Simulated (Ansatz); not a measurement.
**CeO2 [001], fluorite: pulling along c**

The c axis is held at a set length while the cell relaxes sideways. How do the lateral strain and the stress follow? The strained cell has c along the load; unstrained it is a = 3.8174 Å, b = 3.8174 Å, c = 5.3986 Å, α = 90.00°, β = 90.00°, γ = 90.00°, with 6 atoms.

Calculated with Ansatz 0.2.0, PBEsol, PAW files of the set soft_1, cutoff 600 eV, Fermi–Dirac smearing 0.02 eV, k-mesh 7×7×5, no spin polarisation, no spin-orbit coupling.

Relaxed positions at 0 %:

```
atom       x       y       z
  Ce  0.0000  0.0000  0.0000
  Ce  0.5000  0.5000  0.5000
   O  0.5000  0.0000  0.2500
   O  0.5000  0.0000  0.7500
   O  0.0000  0.5000  0.7500
   O  0.0000  0.5000  0.2500
```

| ε_c (%) | a (Å) | c (Å) | ε_a (%) | σ (GPa, tension positive) |
| --- | --- | --- | --- | --- |
| −3 | 3.8452 | 5.2366 | 0.730 | −9.45 |
| −2 | 3.8357 | 5.2906 | 0.479 | −6.23 |
| −1 | 3.8264 | 5.3446 | 0.235 | −3.08 |
| 0 | 3.8174 | 5.3986 | 0.000 | 0.01 |
| 2 | 3.7999 | 5.5065 | −0.457 | 6.01 |
| 3 | 3.7916 | 5.5605 | −0.675 | 8.92 |

**Question.** Fit both responses and give the free strain and the stress at +1 %, a row left out above.

Least squares with y = y0 + y1 ε + y2 ε² (ε in %) gives ε_a = −0.001 + (−0.2341) ε + (0.0032) ε² and σ = 0.01 + (3.061) ε + (−0.031) ε² GPa. The linear terms put the ratio of free to applied strain at −0.234 and the Young modulus at 306 GPa.

At +1 % the free strain comes out as −0.232 %. The run itself gives −0.233 %, so the estimate misses by 0.001 %, a rounding's worth.

The stress comes out as 3.04 GPa. The run itself gives 3.03 GPa, so the estimate misses by 0.01 GPa, a rounding's worth.

Along a cube axis ν = C12/(C11 + C12) and Y = (C11 − C12)(C11 + 2C12)/(C11 + C12), so C11 = Y(1 − ν)/[(1 + ν)(1 − 2ν)] = 357 GPa and C12 = 109 GPa.

The negative ε² term means that the crystal stiffens in compression and softens in tension.

[Logs are printed without paths, hosts, clocks, repeated set-up lines and the standing remarks that a program may print on its own settings, such as how far it seeks lower states.]
